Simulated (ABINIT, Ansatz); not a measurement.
An input for ABINIT 10.8.3 (SiO2 (P6_222)):

```
acell 3*1.0 Angstrom
rprim 
  5.013000000017 -0.000000000004 0.000000000000
  -2.506500000005 4.341385349188 0.000000000000
  0.000000000000 0.000000000000 5.470000000000
ntypat 2
znucl 14 8
natom 9
typat 1 1 1 2 2 2 2 2 2
xred 
  0.500000000000 0.500000000000 0.333333333333
  0.000000000000 0.500000000000 0.666666666667
  0.500000000000 0.000000000000 -0.000000000000
  0.197000000000 0.803000000000 0.833333333333
  0.394000000000 0.197000000000 0.166666666667
  0.197000000000 0.394000000000 0.500000000000
  0.803000000000 0.197000000000 0.833333333333
  0.606000000000 0.803000000000 0.166666666667
  0.803000000000 0.606000000000 0.500000000000
pp_dirpath "pseudos"
pseudos "Si.upf, O.upf"
ecut 36
ngkpt 3 3 1
nshiftk 1
shiftk 0 0 0
kptopt 1
chksymbreak 0
istwfk *1
occopt 1
irdwfk 1
optdriver 3
nband 102
ecuteps 4.2
inclvkb 2
awtr 1
symchi 1
indata_prefix "in"
outdata_prefix "out"
tmpdata_prefix "tmp"
```

The database entry behind the starting cell is an old determination (1926), so it need not match the best structure at ambient conditions.

```sh
OMP_NUM_THREADS=1 mpirun -n 4 abinit run.abi > log
```

**Question.** How long will it take on 4 MPI ranks of Arm Neoverse V2, shared host, and how much memory?

It took 19 s; on shared hardware allow 9.4 s to 38 s. Peak host memory was 1.1 GiB.

[Paths, hosts, dates, memory and timing lines, banners, echoed tables and standing remarks are left out of the program output.]

[Logs are printed without paths, hosts, clocks, repeated set-up lines and the standing remarks that a program may print on its own settings, such as how far it seeks lower states.]

[Runs of the session that timed out or met a known fault of the program may be left out.]

[Hosts, paths, dates, database ids (printed as entryN), source tags and the programs' standing remarks are cut or masked in the printed files.]

[G0W0 gaps are taken among the corrected bands and points alone; a level outside them can change the order at an edge.]

[Where Ansatz stands beside ABINIT at settings called matched, ABINIT's density can come from a denser mesh and the files from another edition; pairs whose starting gaps differed by over 0.03 eV were left out, so agreement reads better than it is.]
